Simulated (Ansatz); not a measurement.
## N on W(100): change of the work function

Wanted: Δφ(θ) for N/W(100), starting from the hollow site.

Method: plane-wave DFT, PBE, Ansatz PAW, in Ansatz 0.2.0.

## 1. Set-up

The cell holds 5 atoms: 5 W. Its edges and angles: a = 3.160 Å, b = 3.160 Å, c = 24.320 Å, α = 90.0°, β = 90.0°, γ = 90.0°. Vacuum lies along c.

## 2. The clean slab

The bare slab comes first, as the zero from which every change is counted. The two lowest layers are held at bulk places and the upper ones relax. The dipole correction removes the false field that a one-sided slab makes across the periodic vacuum, so each face gets a flat vacuum level of its own.

Input file input.yaml:

```yaml
crystal:
  lattice:
    - [3.16, 0.0, 0.0]
    - [0.0, 3.16, 0.0]
    - [0.0, 0.0, 24.32]
  atoms:
    - { symbol: W, position: [0.0, 0.0, 0.3700657895] }
    - { symbol: W, position: [0.5, 0.5, 0.4350328947] }
    - { symbol: W, position: [0.0, 0.0, 0.5] }
    - { symbol: W, position: [0.5, 0.5, 0.5649671053] }
    - { symbol: W, position: [0.0, 0.0, 0.6299342105] }
kpoints:
  mp_grid: { grid: [12, 12, 1] }
hamiltonian:
  xc: pbe
scf:
  occupations: { method: fermi_dirac, width: 0.1 }
  convergence: { dr2_threshold: 1.0e-08 }
efield:
  axis: 3
  dipole_correction: true
  ramp_position: 0.97
  ramp_width: 0.06
relax:
  f_tol: 0.02
  max_steps: 60
  constraints: [{ sites: [0, 1] }]
output:
  write_potential: true
  write_density: true
  volumetric_format: npy
```

Run with:

```console
ansatz run input.yaml --threads 4 --pin off --max-ram 16384MiB --backend cpu --events-out ev --progress --plain --runs-dir out
```

Numbers of over 12 decimals in the logs are rounded to 6 here.

Log:

```text
Engine: ansatz 0.2.0, aarch64-unknown-linux-gnu
Pseudopotentials: kind: paw
Pseudopotential: W, paw, valence charge 14, recommended cutoff 420 eV (normal), W.paw.azcp
Functional definition: PBE
  parameter kappa = 0.804
  parameter beta = 0.066725
  exchange = pbe_x(kappa = kappa, mu = beta*pi^2/3)
  correlation = pbe_c(beta = beta)
Crystal: 5 atoms, lattice volume = 242.850 Å³
Basis set: ecut = 420 eV, 4785 PW (Γ), exchange–correlation on 48×48×360 points (8 copies of the dense FFT grid, shifted against one another)
Bands: 42, of which v1, the nominal top of the filled ones, is band 35 counted from 1 (34 counted from 0)
Symmetry: 8 space group operations
k-points: 28 of 144
Non-local potential: W, projectors of the file, l = 0: 3, l = 1: 2, l = 2: 2, l = 3: 1
PAW form: soft (Blöchl's): semilocal exchange-correlation on the pseudo side does not see the compensation charge
PAW one-centre angular grid: W, 590 points (default); XC on 64 Gauss nodes
Initial density: superposition of atomic densities (neutral atoms: chi_scale 0, normalization atom), corrected by the library's trained network
Initial wavefunctions: pseudopotential atomic-orbital guess
Functional: x = pbe(κ = 0.804, μ = 0.219515), c = pbe(β = 0.066725)
SCF iter   1: F=—  HF=-51918.951096 eV  |F-HF|=—  |Δ(HF+E_count)|=         —  Δρ=5.95e-3  dr2=2.55e-1  ethr=1.77e-3  p=0.000 e·Å  D=6.81e-15 V/Å  ΔV_dip=-0.00 eV  dr2_dipole=1.36e-7  V_vac-E_F(+/−)=4.35/4.35 eV  ⟨swp⟩=8.6  Hψ=5700  notcnv=0
efield: sawtooth ramp at fractional position 0.9700 (set: `efield.ramp_position`, or a place that a band, a saddle search or an elastic batch's reference lends), width 0.0600; the density the first Hamiltonian is built on has a dipole p = 0.000 e·Å; the dipole correction subtracts the counter field D = 6.81e-15 V/Å, which shifts the + side's vacuum level by -0.00 eV against the − side's; the planar-averaged density in the ramp window peaks in size at 1.3e-5 e/Å³
preconditioner: auto → LDOS  [metal: Δε(μ)=0.012 eV  Ē_g=4.218 eV  σ=0.100 eV  W_gap=0.03  n_scr=44 (ndim 8)  ℏωp=13.1 eV  f_vac=0.578  D(μ)=6.08/eV (n_scr^D=36)  β→1.0]
SCF iter   2: F=—  HF=-51918.934199 eV  |F-HF|=—  |Δ(HF+E_count)|=   1.69e-2  Δρ=4.40e-3  dr2=1.09e-1  ethr=3.64e-4  p=0.000 e·Å  D=4.17e-6 V/Å  ΔV_dip=-0.00 eV  dr2_dipole=3.08e-7  V_vac-E_F(+/−)=4.26/4.26 eV  ⟨swp⟩=2.3  Hψ=2028  notcnv=0
SCF iter   3: F=—  HF=-51918.923002 eV  |F-HF|=—  |Δ(HF+E_count)|=   1.12e-2  Δρ=1.09e-3  dr2=7.42e-3  ethr=1.56e-4  p=0.000 e·Å  D=2.29e-6 V/Å  ΔV_dip=-0.00 eV  dr2_dipole=1.82e-8  V_vac-E_F(+/−)=4.26/4.26 eV  ⟨swp⟩=2.0  Hψ=1782  notcnv=0
SCF iter   4: F=—  HF=-51918.923165 eV  |F-HF|=—  |Δ(HF+E_count)|=   1.63e-4  Δρ=3.17e-4  dr2=3.30e-4  ethr=1.06e-5  p=0.000 e·Å  D=1.72e-6 V/Å  ΔV_dip=-0.00 eV  dr2_dipole=1.10e-9  V_vac-E_F(+/−)=4.24/4.24 eV  ⟨swp⟩=2.3  Hψ=1596  notcnv=0
SCF iter   5: F=—  HF=-51918.923261 eV  |F-HF|=—  |Δ(HF+E_count)|=   9.64e-5  Δρ=1.24e-4  dr2=3.15e-5  ethr=4.72e-7  p=0.000 e·Å  D=1.00e-6 V/Å  ΔV_dip=-0.00 eV  dr2_dipole=1.38e-10  V_vac-E_F(+/−)=4.23/4.23 eV  ⟨swp⟩=3.1  Hψ=2006  notcnv=0
SCF iter   6: F=—  HF=-51918.923293 eV  |F-HF|=—  |Δ(HF+E_count)|=   3.16e-5  Δρ=4.17e-5  dr2=4.78e-6  ethr=4.50e-8  p=0.000 e·Å  D=1.96e-7 V/Å  ΔV_dip=-0.00 eV  dr2_dipole=5.97e-16  V_vac-E_F(+/−)=4.23/4.23 eV  ⟨swp⟩=2.6  Hψ=2033  notcnv=0
SCF iter   7: F=—  HF=-51918.923579 eV  |F-HF|=—  |Δ(HF+E_count)|=   2.87e-4  Δρ=1.09e-5  dr2=2.41e-7  ethr=6.83e-9  p=0.000 e·Å  D=5.72e-8 V/Å  ΔV_dip=-0.00 eV  dr2_dipole=9.73e-12  V_vac-E_F(+/−)=4.23/4.23 eV  ⟨swp⟩=3.0  Hψ=2273  notcnv=0
SCF iter   8: F=—  HF=-51918.923580 eV  |F-HF|=—  |Δ(HF+E_count)|=   8.23e-7  Δρ=2.94e-6  dr2=3.54e-8  ethr=3.44e-10  p=-0.000 e·Å  D=-2.19e-9 V/Å  ΔV_dip=0.00 eV  dr2_dipole=1.09e-13  V_vac-E_F(+/−)=4.23/4.23 eV  ⟨swp⟩=3.1  Hψ=2343  notcnv=0
SCF iter   9: F=-51918.923580 eV  HF=-51918.923580 eV  |F-HF|=8.37e-9  |Δ(HF+E_count)|=   5.98e-8  Δρ=8.67e-7  dr2=5.35e-9  ethr=1.43e-11  p=-0.000 e·Å  D=-1.94e-8 V/Å  ΔV_dip=0.00 eV  dr2_dipole=1.47e-12  V_vac-E_F(+/−)=4.23/4.23 eV  ⟨swp⟩=11.4  Hψ=8999  notcnv=0
SCF 1 converged in 9 iterations: F = -51918.923580 eV  dr2 = 5.35e-9
  greatest PAW one-centre occupation: 1.000 electrons in one spin orbital (limit 2), on the W atom at site 0 (counted from 0), in its partial waves of l = 0
relax step   1: F+E_penalty+E_count = -51918.92358024 eV  Δ(F+E_penalty+E_count) = +0.000e0 eV  max|allowed force component| = 1.592e0 eV/Å  Δτ_max = 0.0000 Å  (9 SCF iters, accepted)
Initial density: handed on by an earlier stage of this run
Initial wavefunctions: those handed on with the density
SCF iter   1: F=—  HF=-51918.860680 eV  |F-HF|=—  |Δ(HF+E_count)|=         —  Δρ=1.54e-2  dr2=6.16e0  ethr=3.10e-3  p=-0.000 e·Å  D=-1.58e-7 V/Å  ΔV_dip=0.00 eV  dr2_dipole=1.87e0  V_vac-E_F(+/−)=4.30/4.30 eV  ⟨swp⟩=6.5  Hψ=3751  notcnv=0
efield: sawtooth ramp at fractional position 0.9700 (set: `efield.ramp_position`, or a place that a band, a saddle search or an elastic batch's reference lends), width 0.0600; the density the first Hamiltonian is built on has a dipole p = -0.000 e·Å; the dipole correction subtracts the counter field D = -1.58e-7 V/Å, which shifts the + side's vacuum level by +0.00 eV against the − side's; the planar-averaged density in the ramp window peaks in size at 1.5e-6 e/Å³
preconditioner: auto → LDOS  [metal: Δε(μ)=0.006 eV  Ē_g=4.379 eV  σ=0.100 eV  W_gap=0.01  n_scr=44 (ndim 8)  ℏωp=13.1 eV  f_vac=0.587  D(μ)=5.24/eV (n_scr^D=14)  β→1.0]
SCF iter   2: F=—  HF=-51918.713984 eV  |F-HF|=—  |Δ(HF+E_count)|=   1.47e-1  Δρ=5.16e-3  dr2=4.47e-1  ethr=3.10e-3  p=0.010 e·Å  D=7.11e-3 V/Å  ΔV_dip=-0.17 eV  dr2_dipole=4.53e-2  V_vac-E_F(+/−)=4.02/4.20 eV  ⟨swp⟩=2.5  Hψ=1825  notcnv=0
SCF iter   3: F=—  HF=-51918.691290 eV  |F-HF|=—  |Δ(HF+E_count)|=   2.27e-2  Δρ=2.17e-3  dr2=7.74e-2  ethr=6.38e-4  p=0.001 e·Å  D=9.34e-4 V/Å  ΔV_dip=-0.02 eV  dr2_dipole=4.37e-3  V_vac-E_F(+/−)=4.21/4.23 eV  ⟨swp⟩=2.5  Hψ=1825  notcnv=0
SCF iter   4: F=—  HF=-51918.684666 eV  |F-HF|=—  |Δ(HF+E_count)|=   6.62e-3  Δρ=4.62e-4  dr2=2.96e-3  ethr=1.11e-4  p=0.004 e·Å  D=2.87e-3 V/Å  ΔV_dip=-0.07 eV  dr2_dipole=7.96e-4  V_vac-E_F(+/−)=4.16/4.23 eV  ⟨swp⟩=2.2  Hψ=1741  notcnv=0
SCF iter   5: F=—  HF=-51918.684365 eV  |F-HF|=—  |Δ(HF+E_count)|=   3.01e-4  Δρ=1.49e-4  dr2=1.60e-4  ethr=4.23e-6  p=0.004 e·Å  D=3.15e-3 V/Å  ΔV_dip=-0.08 eV  dr2_dipole=3.00e-6  V_vac-E_F(+/−)=4.15/4.23 eV  ⟨swp⟩=2.4  Hψ=1933  notcnv=0
[...]
SCF iter   6: F=—  HF=-51919.034438 eV  |F-HF|=—  |Δ(HF+E_count)|=   2.45e-6  Δρ=3.86e-5  dr2=9.60e-6  ethr=8.13e-8  p=0.007 e·Å  D=5.01e-3 V/Å  ΔV_dip=-0.12 eV  dr2_dipole=2.38e-6  V_vac-E_F(+/−)=4.13/4.25 eV  ⟨swp⟩=2.0  Hψ=1754  notcnv=0
SCF iter   7: F=—  HF=-51919.034732 eV  |F-HF|=—  |Δ(HF+E_count)|=   2.94e-4  Δρ=1.68e-5  dr2=1.14e-6  ethr=1.37e-8  p=0.006 e·Å  D=4.83e-3 V/Å  ΔV_dip=-0.12 eV  dr2_dipole=2.79e-7  V_vac-E_F(+/−)=4.13/4.25 eV  ⟨swp⟩=2.3  Hψ=1674  notcnv=0
SCF iter   8: F=—  HF=-51919.034732 eV  |F-HF|=—  |Δ(HF+E_count)|=   3.20e-7  Δρ=6.21e-6  dr2=1.03e-7  ethr=1.62e-9  p=0.006 e·Å  D=4.79e-3 V/Å  ΔV_dip=-0.12 eV  dr2_dipole=1.66e-10  V_vac-E_F(+/−)=4.13/4.25 eV  ⟨swp⟩=2.5  Hψ=1992  notcnv=0
SCF iter   9: F=—  HF=-51919.034733 eV  |F-HF|=—  |Δ(HF+E_count)|=   1.32e-7  Δρ=2.55e-6  dr2=3.68e-8  ethr=1.43e-11  p=0.006 e·Å  D=4.77e-3 V/Å  ΔV_dip=-0.12 eV  dr2_dipole=6.24e-10  V_vac-E_F(+/−)=4.13/4.25 eV  ⟨swp⟩=12.2  Hψ=9836  notcnv=0
SCF iter  10: F=-51919.034733 eV  HF=-51919.034733 eV  |F-HF|=8.15e-9  |Δ(HF+E_count)|=   8.21e-9  Δρ=7.82e-7  dr2=2.91e-9  ethr=1.43e-11  p=0.006 e·Å  D=4.77e-3 V/Å  ΔV_dip=-0.12 eV  dr2_dipole=2.47e-11  V_vac-E_F(+/−)=4.13/4.25 eV  ⟨swp⟩=9.2  Hψ=8766  notcnv=0
SCF 3 converged in 10 iterations: F = -51919.034733 eV  dr2 = 2.91e-9
relax step   3: F+E_penalty+E_count = -51919.03473260 eV  Δ(F+E_penalty+E_count) = -1.112e-1 eV  max|allowed force component| = 2.016e-1 eV/Å  Δτ_max = 0.0990 Å  (10 SCF iters, accepted)
SCF iter   1: F=—  HF=-51919.036582 eV  |F-HF|=—  |Δ(HF+E_count)|=         —  Δρ=7.31e-4  dr2=7.74e-3  ethr=3.62e-4  p=0.006 e·Å  D=4.77e-3 V/Å  ΔV_dip=-0.12 eV  dr2_dipole=1.41e-3  V_vac-E_F(+/−)=4.13/4.25 eV  ⟨swp⟩=1.9  Hψ=1723  notcnv=0
efield: sawtooth ramp at fractional position 0.9700 (set: `efield.ramp_position`, or a place that a band, a saddle search or an elastic batch's reference lends), width 0.0600; the density the first Hamiltonian is built on has a dipole p = 0.006 e·Å; the dipole correction subtracts the counter field D = 4.77e-3 V/Å, which shifts the + side's vacuum level by -0.12 eV against the − side's; the planar-averaged density in the ramp window peaks in size at 2.1e-6 e/Å³
preconditioner: auto → LDOS  [metal: Δε(μ)=0.017 eV  Ē_g=4.256 eV  σ=0.100 eV  W_gap=0.04  n_scr=44 (ndim 8)  ℏωp=13.1 eV  f_vac=0.581  D(μ)=6.09/eV (n_scr^D=36)  β→1.0]
SCF iter   2: F=—  HF=-51919.036463 eV  |F-HF|=—  |Δ(HF+E_count)|=   1.19e-4  Δρ=4.41e-4  dr2=2.28e-3  ethr=1.11e-5  p=0.006 e·Å  D=4.44e-3 V/Å  ΔV_dip=-0.11 eV  dr2_dipole=2.62e-5  V_vac-E_F(+/−)=4.14/4.25 eV  ⟨swp⟩=2.0  Hψ=1771  notcnv=0
SCF iter   3: F=—  HF=-51919.036284 eV  |F-HF|=—  |Δ(HF+E_count)|=   1.79e-4  Δρ=1.27e-4  dr2=1.73e-4  ethr=3.26e-6  p=0.006 e·Å  D=4.65e-3 V/Å  ΔV_dip=-0.11 eV  dr2_dipole=2.42e-8  V_vac-E_F(+/−)=4.14/4.25 eV  ⟨swp⟩=2.1  Hψ=1634  notcnv=0
SCF iter   4: F=—  HF=-51919.036259 eV  |F-HF|=—  |Δ(HF+E_count)|=   2.49e-5  Δρ=2.81e-5  dr2=2.75e-6  ethr=2.47e-7  p=0.006 e·Å  D=4.59e-3 V/Å  ΔV_dip=-0.11 eV  dr2_dipole=2.07e-8  V_vac-E_F(+/−)=4.14/4.25 eV  ⟨swp⟩=3.1  Hψ=1945  notcnv=0
SCF iter   5: F=—  HF=-51919.036537 eV  |F-HF|=—  |Δ(HF+E_count)|=   2.78e-4  Δρ=1.20e-5  dr2=5.50e-7  ethr=3.93e-9  p=0.006 e·Å  D=4.56e-3 V/Å  ΔV_dip=-0.11 eV  dr2_dipole=7.15e-9  V_vac-E_F(+/−)=4.14/4.25 eV  ⟨swp⟩=2.9  Hψ=2276  notcnv=0
SCF iter   6: F=—  HF=-51919.036538 eV  |F-HF|=—  |Δ(HF+E_count)|=   4.48e-7  Δρ=5.04e-6  dr2=1.34e-7  ethr=7.85e-10  p=0.006 e·Å  D=4.56e-3 V/Å  ΔV_dip=-0.11 eV  dr2_dipole=2.24e-9  V_vac-E_F(+/−)=4.14/4.25 eV  ⟨swp⟩=2.3  Hψ=1805  notcnv=0
SCF iter   7: F=—  HF=-51919.036538 eV  |F-HF|=—  |Δ(HF+E_count)|=   1.56e-7  Δρ=1.69e-6  dr2=1.86e-8  ethr=1.91e-10  p=0.006 e·Å  D=4.56e-3 V/Å  ΔV_dip=-0.11 eV  dr2_dipole=2.72e-10  V_vac-E_F(+/−)=4.14/4.25 eV  ⟨swp⟩=2.4  Hψ=1669  notcnv=0
SCF iter   8: F=-51919.036538 eV  HF=-51919.036538 eV  |F-HF|=9.17e-10  |Δ(HF+E_count)|=   2.06e-8  Δρ=2.85e-7  dr2=4.76e-10  ethr=1.43e-11  p=0.006 e·Å  D=4.56e-3 V/Å  ΔV_dip=-0.11 eV  dr2_dipole=4.89e-11  V_vac-E_F(+/−)=4.14/4.25 eV  ⟨swp⟩=11.2  Hψ=8810  notcnv=0
SCF 4 converged in 8 iterations: F = -51919.036538 eV  dr2 = 4.76e-10
relax step   4: F+E_penalty+E_count = -51919.03653794 eV  Δ(F+E_penalty+E_count) = -1.805e-3 eV  max|allowed force component| = 1.013e-2 eV/Å  Δτ_max = 0.0132 Å  (8 SCF iters, accepted)
NSCF: frozen V_eff on 28 k-points
the band table was solved once a step of the walk had ended and its energy, with any forces and stress, was formed, with the checks that follow a solve (5706 applications of the Hamiltonian). They found nothing against the state; the energy, forces and stress were not computed again (output.eigenvalues in the input reference)
WARN: The output density's exchange-correlation potential varies sharply where the density is thin. Do not read a vacuum level from v_tot or v_xc, or from such a field of the output density. On a cell that repeats whose density bears no net charge and no dipole along the vacuum's axis use v_es (v_loc + v_h of the components); under efield.dipole_correction with no amplitude use v_es + v_field, which holds any externa [...]
SCF converged after 8 iterations
Free energy (F): -51919.036538 eV
Harris-Foulkes:  -51919.036538 eV  (|F-HF|=9.17e-10)
Internal energy: -51918.841452 eV  (E = F + TS)
E sigma→0 (E₀):  -51918.938995 eV
Entropy (-TS):   -0.195086 eV (-39.017 meV/atom)
Fermi energy:    4.625999 eV
Dipole field:    D = 0.004553 V/Å  (p = 0.006111 e·Å, saw-weighted, corrected)
Work function:   Φ+ = 4.1402 eV   Φ− = 4.2509 eV
Levels:          The Fermi level and band energies are counted from a zero that moves with the ramp; work functions are not
--- Per-component energies (eV) ---
  E_band       = -1645.874117
  E_kinetic    = 2239.392053
  E_local      = -86026.431704  (includes V_loc(G=0)·N_el)
  E_nonlocal   = 8.030762
  E_hartree    = 41971.393780
  E_xc         = -1327.462600
  E_vxc        = -1184.410986  (∫ρ·V_xc dr)
  E_paw        = -42812.968297  (= ΣΔE_a)
  E_vpaw       = -625.239658  (= ΣTr[D̂ρ^β])
  E_aug_tail   = -0.000292  (compensation charges beyond the density's cutoff)
  E_efield     = 0.000014  (sawtooth field / dipole correction)
  E_vefield    = 0.001484  (∫n·V_field dr)
  E_ewald      = 34029.204834
  E_smearing   = -0.195086  (= −TS)
  E_closure    = -0.000000  (closes the sum)
  Σ components = -51919.036538   (vs F -51919.036538, Δ=0.00e0)
--- Forces (eV/Å), atoms counted from 1 ---
  atom   1  W      0.00000000    -0.00000000     1.17619827
  atom   2  W     -0.00000000     0.00000000    -1.16365842
  atom   3  W      0.00000000     0.00000000     0.00643896
  atom   4  W     -0.00000000     0.00000000    -0.00883341
  atom   5  W     -0.00000000     0.00000000    -0.01013391
  max |Σ_I F_I| component: 1.15e-5 eV/Å
--- Band table (eV; the first three rows and the last of 28) ---
  k-point 0: bands = [... 31 lower, 3.9668, 3.9668, 4.2629, 4.3964, 4.5526, 4.7209, 4.7256, 4.7256, ... 3 higher]
  k-point 1: bands = [... 31 lower, 3.9951, 4.0760, 4.0848, 4.3099, 4.4402, 4.6657, 5.2346, 5.2855, ... 3 higher]
  k-point 2: bands = [... 31 lower, 3.8308, 3.8974, 3.9275, 4.0569, 4.7980, 5.0730, 5.4757, 5.6383, ... 3 higher]
  k-point 27: bands = [... 31 lower, 3.6812, 3.6812, 6.3929, 6.3929, 6.4506, 6.5904, 7.0051, 7.0051, ... 3 higher]
--- Relaxed structure (4 steps of the walk, 3 accepted, 0 SCFs on fresh bases) ---
  F+E_penalty+E_count = -51919.03653794 eV   max|allowed force component| = 1.013e-2 eV/Å
  atoms:
    - { symbol: W, position: [0.0, 0.0, 0.3700657895] }
    - { symbol: W, position: [0.500000, 0.500000, 0.435033] }
    - { symbol: W, position: [0, 0, 0.499966] }
    - { symbol: W, position: [0.500000, 0.500000, 0.567590] }
    - { symbol: W, position: [-5.274927382685451e-18, 0, 0.626407] }
```

The job ended after 32 s (4 threads of Arm Neoverse V1, shared host; peak memory 0.63 GiB).

Step by step:

```tsv
step	energy less that of the first step (eV)	largest force component (eV/Å)
1	0.0000	1.5923
2	0.2389	2.9711
3	-0.1112	0.2016
4	-0.1130	0.0101
```

Relaxation step 2 was tried and not accepted.

The run keeps the 8 symmetry operations that it works with, so distortions that break them were not tested.

The atoms that moved most (Å):

```tsv
atom	dx	dy	dz	length
W5	0.000	0.000	-0.086	0.086
W4	0.000	0.000	0.064	0.064
```

The relaxed structure:

```cif
data_structure
_symmetry_space_group_name_H-M 'P 1'
_symmetry_Int_Tables_number 1
_cell_length_a 3.1600
_cell_length_b 3.1600
_cell_length_c 24.3200
_cell_angle_alpha 90.000
_cell_angle_beta 90.000
_cell_angle_gamma 90.000
_cell_volume 242.85
loop_
_atom_site_label
_atom_site_type_symbol
_atom_site_fract_x
_atom_site_fract_y
_atom_site_fract_z
_atom_site_occupancy
W1 W 0.00000 0.00000 0.37007 1
W2 W 0.50000 0.50000 0.43503 1
W3 W 0.00000 0.00000 0.49997 1
W4 W 0.50000 0.50000 0.56759 1
W5 W 0.00000 0.00000 0.62641 1
```

Numbers from this step:

```
energy at zero smearing        : -51918.9390 eV
work function, upper face      : 4.140 eV
work function, lower face      : 4.251 eV
dipole along the normal        : 0.006111 e·Å
step between the vacuum levels : -0.1107 eV
```

Running mean over 1.58 Å of the planar mean; the ramp of the sawtooth is left out. The electron's electrostatic potential energy less the Fermi level by z:

```tsv
z (Å)	electron's electrostatic potential energy less the Fermi level (eV)
3	4.25
4	4.25
5	4.24
6	4.16
7	3.41
8	-2.58
9	-11.3
10	-12.4
11	-12.6
12	-12.6
13	-12.0
14	-13.4
15	-13.0
16	-5.21
17	2.77
18	3.99
19	4.12
20	4.14
21	4.14
```

The relaxation took 4 steps and lowered the energy by 0.11 eV; the largest force on the free atoms ends at 0.010 eV/Å.

The work function of the upper face is 4.14 eV.

(Part 1 of 4 ends here.)

[Logs are printed without paths, hosts, clocks, repeated set-up lines and the standing remarks that a program may print on its own settings, such as how far it seeks lower states.]

[Hosts, paths, dates, database ids (printed as entryN), source tags and the programs' standing remarks are cut or masked in the printed files.]

[Maps of the electrostatic potential energy from Ansatz leave out the sawtooth potential of an applied field or a dipole correction, so their vacuum need not be flat; planar profiles and work functions include it.]
